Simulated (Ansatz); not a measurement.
# NO on Fe(100): change of the work function, part 2 of 5

How does NO on the hollow site change the work function of Fe(100) as the layer fills?

Ansatz 0.2.0; plane-wave DFT, PBE, Ansatz PAW (the session's first sound run).

So far, work function, upper face (eV): step 2 (the clean slab) 3.86.

### Step 3. The covered slab, k-mesh 5×5×1, coverage 0.25 ML

System of this step: NO/Fe(100). The cell holds 22 atoms: 20 Fe, 1 N and 1 O. Its edges and angles: a = 5.740 Å, b = 5.740 Å, c = 25.316 Å, α = 90.0°, β = 90.0°, γ = 90.0°. Vacuum lies along c.

The clean slab as it ended is repeated in the plane and the adsorbate is set on one face; the cell's size fixes the coverage, and the k-mesh shrinks with it to keep the sampling density about even. Adsorbate and upper layers relax, since the dipole depends on the height.

Contents of input.yaml:

```yaml
crystal:
  lattice:
    - [5.74, 0.0, 0.0]
    - [0.0, 5.74, 0.0]
    - [0.0, 0.0, 25.3155260767]
  atoms:
    - { symbol: Fe, position: [0.0, 0.0, 0.3555130544], spin: 2.97 }
    - { symbol: Fe, position: [0.25, 0.25, 0.4121976359], spin: 2.38 }
    - { symbol: Fe, position: [0.0, 0.0, 0.4682046933], spin: 2.5 }
    - { symbol: Fe, position: [0.25, 0.25, 0.5250364817], spin: 2.31 }
    - { symbol: Fe, position: [0.0, 0.0, 0.5781245087], spin: 2.92 }
    - { symbol: Fe, position: [0.0, 0.5, 0.3555130544], spin: 2.97 }
    - { symbol: Fe, position: [0.25, 0.75, 0.4121976359], spin: 2.38 }
    - { symbol: Fe, position: [0.0, 0.5, 0.4682046933], spin: 2.5 }
    - { symbol: Fe, position: [0.25, 0.75, 0.5250364817], spin: 2.31 }
    - { symbol: Fe, position: [0.0, 0.5, 0.5781245087], spin: 2.92 }
    - { symbol: Fe, position: [0.5, 0.0, 0.3555130544], spin: 2.97 }
    - { symbol: Fe, position: [0.75, 0.25, 0.4121976359], spin: 2.38 }
    - { symbol: Fe, position: [0.5, 0.0, 0.4682046933], spin: 2.5 }
    - { symbol: Fe, position: [0.75, 0.25, 0.5250364817], spin: 2.31 }
    - { symbol: Fe, position: [0.5, 0.0, 0.5781245087], spin: 2.92 }
    - { symbol: Fe, position: [0.5, 0.5, 0.3555130544], spin: 2.97 }
    - { symbol: Fe, position: [0.75, 0.75, 0.4121976359], spin: 2.38 }
    - { symbol: Fe, position: [0.5, 0.5, 0.4682046933], spin: 2.5 }
    - { symbol: Fe, position: [0.75, 0.75, 0.5250364817], spin: 2.31 }
    - { symbol: Fe, position: [0.5, 0.5, 0.5781245087], spin: 2.92 }
    - { symbol: "N", position: [0.25, 0.25, 0.597875234] }
    - { symbol: O, position: [0.25, 0.25, 0.6444869456] }
magnetization:
  spin_polarized: true
kpoints:
  mp_grid: { grid: [5, 5, 1] }
hamiltonian:
  xc: pbe
scf:
  occupations: { method: fermi_dirac, width: 0.1 }
  convergence: { dr2_threshold: 1.0e-08 }
efield:
  axis: 3
  dipole_correction: true
  ramp_position: 0.97
  ramp_width: 0.06
relax:
  f_tol: 0.02
  max_steps: 60
  constraints: [{ sites: [0, 1, 5, 6, 10, 11, 15, 16] }]
output:
  bader: true
  dos: { projected: true, e_range: [-8, 4] }
  write_potential: true
  write_density: true
  volumetric_format: npy
  elf: true
```

Run with:

```console
$ ansatz run input.yaml --threads 4 --pin off --max-ram 12288MiB --backend cpu --events-out ev --progress --plain --runs-dir out
```

Numbers of over 12 decimals in the logs are rounded to 6 here.

What it wrote:

```text
[...]
Crystal: 22 atoms, lattice volume = 834.086 Å³
Basis set: ecut = 420 eV, 16377 PW (Γ), exchange–correlation on 80×80×360 points (8 copies of the dense FFT grid, shifted against one another)
Bands: 230, of which v1, the nominal top of the filled ones, is band 166 counted from 1 (165 counted from 0)
Symmetry: 8 space group operations
k-points: 6 of 25
[...]
Starting moments: Σ|m| = 52.32 μB on 20 of 22 sites
[...]
SCF iter   1: F=—  HF=-90546.943707 eV  |F-HF|=—  |Δ(HF+E_count)|=         —  Δρ=4.10e-2 (↑1.64e-2 ↓4.10e-2)  dr2=5.41e1  dr2_m=2.96e0  M=51.206 μB ∫|m|=52.047 μB  β_m=1.00  ethr=3.10e-3  p=-0.000 e·Å  D=-9.11e-7 V/Å  ΔV_dip=0.00 eV  dr2_dipole=2.48e-1  V_vac-E_F(+/−)=7.31/7.31 eV  ⟨swp⟩=10.0  Hψ=14497  notcnv=0  defer=172
[...]
SCF iter  17: F=-90549.112071 eV  HF=-90549.112071 eV  |F-HF|=3.99e-9  |Δ(HF+E_count)|=   1.60e-8  Δρ=3.06e-7 (↑2.86e-7 ↓3.06e-7)  dr2=5.97e-9  dr2_m=2.09e-10  M=51.036 μB ∫|m|=53.844 μB  ethr=2.35e-12  p=-0.129 e·Å  D=-2.81e-2 V/Å  ΔV_dip=0.71 eV  dr2_dipole=1.72e-9  V_vac-E_F(+/−)=4.54/3.83 eV  ⟨swp⟩=16.0  Hψ=21619  notcnv=0
SCF 1 converged in 17 iterations: F = -90549.112071 eV  dr2 = 5.97e-9
[...]
relax step   1: F+E_penalty+E_count = -90549.11207107 eV  Δ(F+E_penalty+E_count) = +0.000e0 eV  max|allowed force component| = 7.406e0 eV/Å  Δτ_max = 0.0000 Å  (17 SCF iters, accepted)
[...]
SCF iter  13: F=-90549.520673 eV  HF=-90549.520673 eV  |F-HF|=7.49e-9  |Δ(HF+E_count)|=   2.63e-9  Δρ=2.16e-7 (↑1.56e-7 ↓2.16e-7)  dr2=7.62e-10  dr2_m=5.89e-11  M=51.142 μB ∫|m|=53.948 μB  ethr=2.88e-12  p=-0.173 e·Å  D=-3.76e-2 V/Å  ΔV_dip=0.95 eV  dr2_dipole=6.97e-12  V_vac-E_F(+/−)=4.79/3.83 eV  ⟨swp⟩=13.5  Hψ=17984  notcnv=0
SCF 2 converged in 13 iterations: F = -90549.520673 eV  dr2 = 7.62e-10
[...]
relax step   2: F+E_penalty+E_count = -90549.52067319 eV  Δ(F+E_penalty+E_count) = -4.086e-1 eV  max|allowed force component| = 2.689e0 eV/Å  Δτ_max = 0.0966 Å  (13 SCF iters, accepted)
SCF iter   1: F=—  HF=-90549.677567 eV  |F-HF|=—  |Δ(HF+E_count)|=         —  Δρ=3.84e-3 (↑3.69e-3 ↓3.84e-3)  dr2=3.31e-1  dr2_m=3.11e-2  M=51.323 μB ∫|m|=54.056 μB  β_m=1.00  ethr=2.00e-3  p=-0.173 e·Å  D=-3.76e-2 V/Å  ΔV_dip=0.95 eV  dr2_dipole=8.84e-2  V_vac-E_F(+/−)=4.83/3.88 eV  ⟨swp⟩=3.9  Hψ=5291  notcnv=0  defer=266
[...]
SCF iter  13: F=-90549.682120 eV  HF=-90549.682120 eV  |F-HF|=4.53e-9  |Δ(HF+E_count)|=   1.14e-8  Δρ=5.24e-7 (↑3.53e-7 ↓5.24e-7)  dr2=5.22e-9  dr2_m=3.60e-10  M=51.279 μB ∫|m|=54.106 μB  ethr=1.79e-12  p=-0.209 e·Å  D=-4.53e-2 V/Å  ΔV_dip=1.15 eV  dr2_dipole=3.38e-10  V_vac-E_F(+/−)=4.98/3.83 eV  ⟨swp⟩=13.7  Hψ=18414  notcnv=0
SCF 3 converged in 13 iterations: F = -90549.682120 eV  dr2 = 5.22e-9
[...]
relax step   3: F+E_penalty+E_count = -90549.68211995 eV  Δ(F+E_penalty+E_count) = -1.614e-1 eV  max|allowed force component| = 6.905e-1 eV/Å  Δτ_max = 0.0982 Å  (13 SCF iters, accepted)
[...]
relax step   4: F+E_penalty+E_count = -90549.73918685 eV  Δ(F+E_penalty+E_count) = -5.707e-2 eV  max|allowed force component| = 4.810e-1 eV/Å  Δτ_max = 0.0680 Å  (13 SCF iters, accepted)
[...]
relax step   5: F+E_penalty+E_count = -90549.83402215 eV  Δ(F+E_penalty+E_count) = -9.484e-2 eV  max|allowed force component| = 6.249e-1 eV/Å  Δτ_max = 0.1555 Å  (12 SCF iters, accepted)
[...]
relax step   6: F+E_penalty+E_count = -90549.81963505 eV  Δ(F+E_penalty+E_count) = +1.439e-2 eV  max|allowed force component| = 4.355e-1 eV/Å  Δτ_max = 0.1831 Å  (12 SCF iters, rejected (line search))
[...]
relax step   7: F+E_penalty+E_count = -90549.88457287 eV  Δ(F+E_penalty+E_count) = -5.055e-2 eV  max|allowed force component| = 2.214e-1 eV/Å  Δτ_max = 0.0900 Å  (13 SCF iters, accepted)
[...]
relax step   8: F+E_penalty+E_count = -90549.89296415 eV  Δ(F+E_penalty+E_count) = -8.391e-3 eV  max|allowed force component| = 6.122e-2 eV/Å  Δτ_max = 0.0629 Å  (13 SCF iters, accepted)
SCF iter   1: F=—  HF=-90549.893425 eV  |F-HF|=—  |Δ(HF+E_count)|=         —  Δρ=3.99e-4 (↑3.04e-4 ↓3.99e-4)  dr2=1.10e-3  dr2_m=6.38e-4  M=50.671 μB ∫|m|=53.911 μB  β_m=1.00  ethr=3.97e-6  p=-0.255 e·Å  D=-5.53e-2 V/Å  ΔV_dip=1.40 eV  dr2_dipole=6.58e-5  V_vac-E_F(+/−)=5.25/3.85 eV  ⟨swp⟩=2.6  Hψ=5117  notcnv=0  defer=275
[...]
SCF iter  10: F=-90549.893360 eV  HF=-90549.893360 eV  |F-HF|=3.49e-9  |Δ(HF+E_count)|=   2.97e-9  Δρ=3.90e-7 (↑2.49e-7 ↓3.90e-7)  dr2=3.78e-9  dr2_m=1.26e-10  M=50.664 μB ∫|m|=53.902 μB  ethr=1.89e-12  p=-0.254 e·Å  D=-5.52e-2 V/Å  ΔV_dip=1.40 eV  dr2_dipole=1.15e-10  V_vac-E_F(+/−)=5.25/3.85 eV  ⟨swp⟩=9.2  Hψ=17637  notcnv=0
SCF 9 converged in 10 iterations: F = -90549.893360 eV  dr2 = 3.78e-9
relax step   9: F+E_penalty+E_count = -90549.89336037 eV  Δ(F+E_penalty+E_count) = -3.962e-4 eV  max|allowed force component| = 1.199e-2 eV/Å  Δτ_max = 0.0076 Å  (10 SCF iters, accepted)
NSCF: frozen V_eff on 6 k-points
[...]
SCF converged after 10 iterations
Magnetization: 50.6640 μB (190.8320 up, 140.1680 down)
Absolute magnetization: 53.9043 μB (∫|ρ↑−ρ↓|, with the PAW one-centre terms)
[...]
Per-site moments (μB) at R_I (Å): [(2.964245, 1.025266), (2.431236, 1.025266), (2.409980, 0.996612), (2.216223, 0.996612), (2.480267, 0.846281), (2.964245, 1.025266), (2.379388, 1.023526), (2.409980, 0.996612), (2.418427, 1.016606), (2.480267, 0.846281), (2.964245, 1.025266), (2.379388, 1.023526), (2.409980, 0.996612), (2.418427, 1.016606), (2.480267, 0.846281), (2.964245, 1.025266), (2.330630, 1.009742), (2.409980, 0.996612), (2.404123, 1.034384), (2.480267, 0.846281), (-0.110590, 0.525570), (-0.131544, 0.525570)]
Free energy (F): -90549.893360 eV
[...]
Internal energy: -90549.187408 eV  (E = F + TS)
E sigma→0 (E₀):  -90549.540384 eV
Entropy (-TS):   -0.705953 eV (-32.089 meV/atom)
Fermi energy:    2.142892 eV
Dipole field:    D = -0.055193 V/Å  (p = -0.254411 e·Å, saw-weighted, corrected)
Work function:   Φ+ = 5.2466 eV   Φ− = 3.8493 eV
[...]
--- Forces (eV/Å), atoms counted from 1 ---
  atom   1  Fe     0.03750361     0.03750361     0.44380528
  atom   2  Fe     0.00000000     0.00000000    -0.54500973
  atom   3  Fe     0.00266017     0.00266017    -0.01009951
  atom   4  Fe     0.00000000     0.00000000     0.00725830
  atom   5  Fe     0.00127879     0.00127879     0.01198741
  atom   6  Fe     0.03750361    -0.03750361     0.44380528
  atom   7  Fe    -0.00000000     0.00000000    -0.39700092
  atom   8  Fe     0.00266017    -0.00266017    -0.01009951
  atom   9  Fe    -0.00000000     0.00000000    -0.00607222
  atom  10  Fe     0.00127879    -0.00127879     0.01198741
  atom  11  Fe    -0.03750361     0.03750361     0.44380528
  atom  12  Fe     0.00000000     0.00000000    -0.39700092
  atom  13  Fe    -0.00266017     0.00266017    -0.01009951
  atom  14  Fe     0.00000000     0.00000000    -0.00607222
  atom  15  Fe    -0.00127879     0.00127879     0.01198741
  atom  16  Fe    -0.03750361    -0.03750361     0.44380528
  atom  17  Fe    -0.00000000     0.00000000    -0.42952118
  atom  18  Fe    -0.00266017    -0.00266017    -0.01009951
  atom  19  Fe    -0.00000000     0.00000000    -0.00844247
  atom  20  Fe    -0.00127879    -0.00127879     0.01198741
  atom  21  N      0.00000000     0.00000000     0.00329442
  atom  22  O      0.00000000     0.00000000    -0.00418767
  max |Σ_I F_I| component: 1.81e-5 eV/Å
--- Band table (eV; the first three rows and the last of 12) ---
  k-point 0 ↑: bands = [... 162 lower, 0.8783, 0.8783, 0.9007, 0.9532, 1.0295, 1.0504, 1.1205, 1.1456, ... 60 higher]
  k-point 1 ↑: bands = [... 162 lower, 0.8309, 0.8744, 0.8871, 0.9227, 0.9694, 1.0262, 1.0486, 1.0592, ... 60 higher]
  k-point 2 ↑: bands = [... 162 lower, 0.7853, 0.8300, 0.8445, 0.8556, 0.8675, 0.8943, 0.9410, 0.9718, ... 60 higher]
  k-point 5 ↓: bands = [... 162 lower, 3.5048, 3.5076, 3.5122, 3.5800, 3.6154, 3.6316, 3.6332, 3.6748, ... 60 higher]
--- Relaxed structure (9 steps of the walk, 8 accepted, 0 SCFs on fresh bases) ---
  F+E_penalty+E_count = -90549.89336037 eV   max|allowed force component| = 1.199e-2 eV/Å
  atoms:
    - { symbol: Fe, position: [0.0, 0.0, 0.355513] }
    - { symbol: Fe, position: [0.25, 0.25, 0.412198] }
    - { symbol: Fe, position: [-0.00499902, -0.00499902, 0.468570] }
    - { symbol: Fe, position: [0.25, 0.25, 0.517787] }
    - { symbol: Fe, position: [0.022121, 0.022121, 0.580231] }
    - { symbol: Fe, position: [0.0, 0.5, 0.355513] }
    - { symbol: Fe, position: [0.25, 0.750000, 0.412198] }
    - { symbol: Fe, position: [-0.00499902, 0.504999, 0.468570] }
    - { symbol: Fe, position: [0.25, 0.750000, 0.525453] }
    - { symbol: Fe, position: [0.022121, 0.477879, 0.580231] }
    - { symbol: Fe, position: [0.5, 0.0, 0.355513] }
    - { symbol: Fe, position: [0.750000, 0.25, 0.412198] }
    - { symbol: Fe, position: [0.504999, -0.00499902, 0.468570] }
    - { symbol: Fe, position: [0.750000, 0.25, 0.525453] }
    - { symbol: Fe, position: [0.477879, 0.022121, 0.580231] }
    - { symbol: Fe, position: [0.5, 0.5, 0.355513] }
    - { symbol: Fe, position: [0.750000, 0.750000, 0.412198] }
    - { symbol: Fe, position: [0.504999, 0.504999, 0.468570] }
    - { symbol: Fe, position: [0.750000, 0.750000, 0.528901] }
    - { symbol: Fe, position: [0.477879, 0.477879, 0.580231] }
    - { symbol: N, position: [0.25, 0.25, 0.615278] }
    - { symbol: O, position: [0.25, 0.25, 0.665607] }
--- Bader charges: 22 sites ---
  site symbol  charge [e]  shift [e]    m [muB]
     0     Fe      0.0554     0.0001     3.0985
     1     Fe     -0.0376     0.0001     2.3713
     2     Fe      0.0183     0.0001     2.3736
     3     Fe      0.0231     0.0003     2.1664
     4     Fe      0.2635     0.0001     2.6659
     5     Fe      0.0554     0.0001     3.0985
     6     Fe     -0.0639     0.0001     2.3214
     7     Fe      0.0184     0.0001     2.3736
     8     Fe     -0.0343     0.0001     2.3676
     9     Fe      0.2635     0.0001     2.6659
    10     Fe      0.0554     0.0001     3.0985
    11     Fe     -0.0639     0.0001     2.3214
    12     Fe      0.0183     0.0001     2.3736
    13     Fe     -0.0343     0.0001     2.3676
    14     Fe      0.2635     0.0001     2.6659
    15     Fe      0.0554     0.0001     3.0985
    16     Fe     -0.0825     0.0000     2.2731
    17     Fe      0.0183     0.0001     2.3736
    18     Fe     -0.0810     0.0001     2.3559
    19     Fe      0.2635     0.0001     2.6659
    20      N     -0.5068     0.0062    -0.2057
    21      O     -0.4678     0.0050    -0.2267
  estimated error of the sums over rays = 5.2e-4 e
```

Run time: 13 min. Hardware: 4 threads of Intel Xeon 6975P-C (Granite Rapids), shared host; peak memory 5.1 GiB.

Relaxation path:

```csv
step,energy less that of the first step (eV),largest force component (eV/Å)
1,0.0000,7.4061
2,-0.4086,2.6886
3,-0.5700,0.6905
4,-0.6271,0.4810
5,-0.7220,0.6249
6,-0.7076,0.4355
7,-0.7725,0.2214
8,-0.7809,0.0612
9,-0.7813,0.0120
```

Relaxation step 6 was tried and not accepted.

Forces are held to the 8 operations that the run works with; a distortion that breaks them can't arise in this run.

The atoms that moved most (Å):

```csv
atom,dx,dy,dz,length
O22,0.000,0.000,0.535,0.535
N21,0.000,0.000,0.441,0.441
Fe5,0.127,0.127,0.053,0.187
Fe10,0.127,-0.127,0.053,0.187
Fe15,-0.127,0.127,0.053,0.187
Fe20,-0.127,-0.127,0.053,0.187
Fe4,0.000,0.000,-0.184,0.184
Fe19,0.000,0.000,0.098,0.098
```

The relaxed structure:

```xyz
22
Lattice="5.7400 0.0000 0.0000 0.0000 5.7400 0.0000 0.0000 0.0000 25.3155" Properties=species:S:1:pos:R:3
Fe    0.0000    0.0000    9.0000
Fe    1.4350    1.4350   10.4350
Fe   -0.0287   -0.0287   11.8621
Fe    1.4350    1.4350   13.1081
Fe    0.1270    0.1270   14.6889
Fe    0.0000    2.8700    9.0000
Fe    1.4350    4.3050   10.4350
Fe   -0.0287    2.8987   11.8621
Fe    1.4350    4.3050   13.3021
Fe    0.1270    2.7430   14.6889
Fe    2.8700    0.0000    9.0000
Fe    4.3050    1.4350   10.4350
Fe    2.8987   -0.0287   11.8621
Fe    4.3050    1.4350   13.3021
Fe    2.7430    0.1270   14.6889
Fe    2.8700    2.8700    9.0000
Fe    4.3050    4.3050   10.4350
Fe    2.8987    2.8987   11.8621
Fe    4.3050    4.3050   13.3894
Fe    2.7430    2.7430   14.6889
N     1.4350    1.4350   15.5761
O     1.4350    1.4350   16.8502
```

Numbers from this step:

| Quantity | Value |
| --- | --- |
| energy at zero smearing | -90549.5404 eV |
| total moment | 50.66 μB |
| work function, upper face | 5.247 eV |
| work function, lower face | 3.849 eV |
| dipole along the normal | -0.2544 e·Å |
| step between the vacuum levels | 1.397 eV |

Running mean over 1.435 Å of the planar mean; the ramp of the sawtooth is left out. Electron's electrostatic potential energy less the Fermi level against z:

```csv
z (Å),electron's electrostatic potential energy less the Fermi level (eV)
4,3.85
5,3.85
6,3.81
7,3.42
8,-0.867
9,-9.04
10,-9.59
11,-9.61
12,-9.72
13,-9.60
14,-9.81
15,-8.33
16,0.0775
17,3.25
18,5.01
19,5.24
20,5.25
21,5.25
22,5.25
```

The density of states has structure finer than the step of the table below, so its rows give means over 0.25 eV, whole bins alone (the curve runs from -8 to 1.98 eV). Peaks (eV: height): total -3.310: 73.1, -1.410: 66.6, -1.320: 77.1, -1.260: 75.2, -1.140: 88.8, -0.960: 90.8, 1.350: 75.0; up -3.310: 60.0, -3.160: 52.1, -2.680: 44.9, -1.680: 41.2, -1.410: 47.3, -1.290: 50.7, -0.960: 69.8; down -1.710: 41.2, -1.140: 44.8, 0.240: 35.8, 1.350: 71.6, 1.500: 44.0, 1.770: 52.9, 1.920: 61.5.

Density of states against energy, zero at the Fermi level; means over each step; values in states/eV a cell:

```csv
energy (eV),total,up,down
-7.75,4.65,1.59,3.05
-7.50,7.18,2.46,4.71
-7.25,11.9,7.69,4.25
-7.00,2.19,1.44,0.757
-6.75,2.25,0.923,1.33
-6.50,1.09,0.471,0.621
-6.25,1.06,0.538,0.526
-6.00,3.19,2.50,0.697
-5.75,3.13,1.10,2.04
-5.50,3.89,2.52,1.37
-5.25,3.47,1.67,1.80
-5.00,7.12,4.93,2.19
-4.75,5.75,4.56,1.19
-4.50,15.8,11.8,3.94
-4.25,15.2,13.8,1.44
-4.00,20.3,18.1,2.18
-3.75,21.2,16.6,4.69
-3.50,22.8,18.8,4.00
-3.25,39.4,33.7,5.72
-3.00,32.0,25.4,6.60
-2.75,40.5,31.9,8.52
-2.50,41.8,29.8,12.0
-2.25,30.9,17.9,13.0
-2.00,31.4,21.3,10.1
-1.75,40.5,26.8,13.8
-1.50,45.6,25.0,20.6
-1.25,67.9,43.3,24.6
-1.00,61.6,39.3,22.2
-0.75,39.3,20.0,19.3
-0.50,30.6,13.3,17.4
-0.25,22.1,10.2,11.9
0.00,18.5,6.98,11.5
0.25,23.1,5.25,17.9
0.50,19.4,3.60,15.8
0.75,20.9,5.21,15.7
1.00,21.7,3.37,18.4
1.25,35.3,4.26,31.0
1.50,31.6,3.88,27.7
1.75,37.1,3.02,34.1
```

Projected DOS per atom over height of the atomic layer and energy from the Fermi level. Layers: Fe4 Fe4 Fe4 Fe4 Fe4 N O from below.

Ten even steps from '0' (0.0 states/eV) to '9' (4.9 states/eV), each cell a mean:
```
2343200
3323300
2111200
3010200
2111100
1333200
3655401
3555403
4222401
4222301
5222301
3233200
2212200
2111100
0111000
0000000
0000000
0000000
0000000
0000000
0000096
0000013
```
Columns: height of the atomic layer (Å) from 9 to 16.9 (not evenly spaced); rows upwards: energy from the Fermi level (eV) from -7.96 to 1.95.

Projected DOS per atom, spin up over height of the atomic layer and energy from the Fermi level. Layers: Fe4 Fe4 Fe4 Fe4 Fe4 N O from below.

Ten even steps from '_' (0.01 states/eV) to '@' (2.41 states/eV), each cell a mean:
```
______________
__________..__
__________..__
__________....
__..::::..____
..------..____
::%%####==____
==##**##++__..
**----::##____
##::----**__..
%%------**__..
**==++++++____
++==::----____
------::::____
..::::::______
______________
______________
______________
______________
______________
__________@@**
__________..::
```
Columns: height of the atomic layer (Å) from 9 to 16.9 (not evenly spaced); rows upwards: energy from the Fermi level (eV) from -7.96 to 1.95.

Projected DOS per atom, spin down over height of the atomic layer and energy from the Fermi level. Layers: Fe4 Fe4 Fe4 Fe4 Fe4 N O from below.

Ten even steps from '0' (0.00 states/eV) to '9' (2.52 states/eV), each cell a mean:
```
4777500
6545500
4222400
6020400
4101200
2232300
3344401
3444314
1212201
2222101
1111101
0111000
0010000
0000000
0000000
0000000
0000000
0000000
0000000
0000000
0000095
0000014
```
Columns: height of the atomic layer (Å) from 9 to 16.9 (not evenly spaced); rows upwards: energy from the Fermi level (eV) from -7.96 to 1.95.

Site moment by atom:

```csv
atom,site moment (μB)
Fe1,2.96
Fe2,2.43
Fe3,2.41
Fe4,2.22
Fe5,2.48
Fe6,2.96
Fe7,2.38
Fe8,2.41
Fe9,2.42
Fe10,2.48
Fe11,2.96
Fe12,2.38
Fe13,2.41
Fe14,2.42
Fe15,2.48
Fe16,2.96
Fe17,2.33
Fe18,2.41
Fe19,2.40
Fe20,2.48
N21,-0.11
O22,-0.13
```

Spin density in the ca plane at fractional y = 0.250, with atoms of Fe and N and O within 0.2 Å of it.

Ten even steps from '0' (-0.2 e/Å³) to '9' (5.0 e/Å³), each cell a mean:
```
00000000000000000000000000000000000000000000
00000000010000000100000000000000000000000000
00000000243100002520000000000000000000000000
00000001396100015951000000000000000000000000
00000000243100002420000000000000000000000000
00000000010000000100000000000000000000000000
00000000000000000000000000000000000000000000
00000000000000000000000000000000000000000000
00000000000000000000000000000000000000000000
00000000121000002200000000000000000000000000
00000000375100026620000000000000000000000000
00000000375100026620000000000000000000000000
00000000121000002200000000000000000000000000
00000000000000000000000000000000000000000000
00000000000000000000000000000000000000000000
```
Columns run along c (16.0 Å, from fractional 0.28 to 0.91 of the cell), rows up along a (5.7 Å). Atoms in or near the plane, at fractional coordinates: Fe at (0.41, 0.25), Fe at (0.52, 0.25), Fe at (0.41, 0.75), Fe at (0.53, 0.75), N at (0.62, 0.25), O at (0.67, 0.25).

ELF in the ca plane at fractional y = 0.250, with atoms of Fe and N and O within 0.2 Å of it. It is the smooth field of the valence electrons, not physical close to the nuclei.

Ten even steps from '0' (0.00) to '9' (0.85), each cell a mean:
```
11233344322344432224433210000000000000000000
12334442222234322222444320000000000000000000
12345432576323225762244321000000000000000000
12345422698413237973234321000000000000000000
12345432576323225752244320000000000000000000
12334442222234322222444320000000000000000000
11233344322344432234433210000000000000000000
11223344433443443344323310134210000000000000
12233443212244322223335642588520000000000000
12344432354224234422248976899730000000000000
12345422697323258851158458679830000000000000
12345422697323258851158458679830000000000000
12344432354224234422248976899730000000000000
12233443211244321123335642588520000000000000
11223344433443443344323210134210000000000000
```
Columns run along c (16.0 Å, from fractional 0.28 to 0.91 of the cell), rows up along a (5.7 Å). Atoms in or near the plane, at fractional coordinates: Fe at (0.41, 0.25), Fe at (0.52, 0.25), Fe at (0.41, 0.75), Fe at (0.53, 0.75), N at (0.62, 0.25), O at (0.67, 0.25).

[end of part 2 of 5]

[Logs are printed without paths, hosts, clocks, repeated set-up lines and the standing remarks that a program may print on its own settings, such as how far it seeks lower states.]

[Hosts, paths, dates, database ids (printed as entryN), source tags and the programs' standing remarks are cut or masked in the printed files.]

[Maps of the electrostatic potential energy from Ansatz leave out the sawtooth potential of an applied field or a dipole correction, so their vacuum need not be flat; planar profiles and work functions include it.]

[The density of states shown here was stored with 400 of the rows of the run's finer table, so its peaks can read low, often by over a quarter, or be missed, and its means over a window can be off by a tenth or more.]
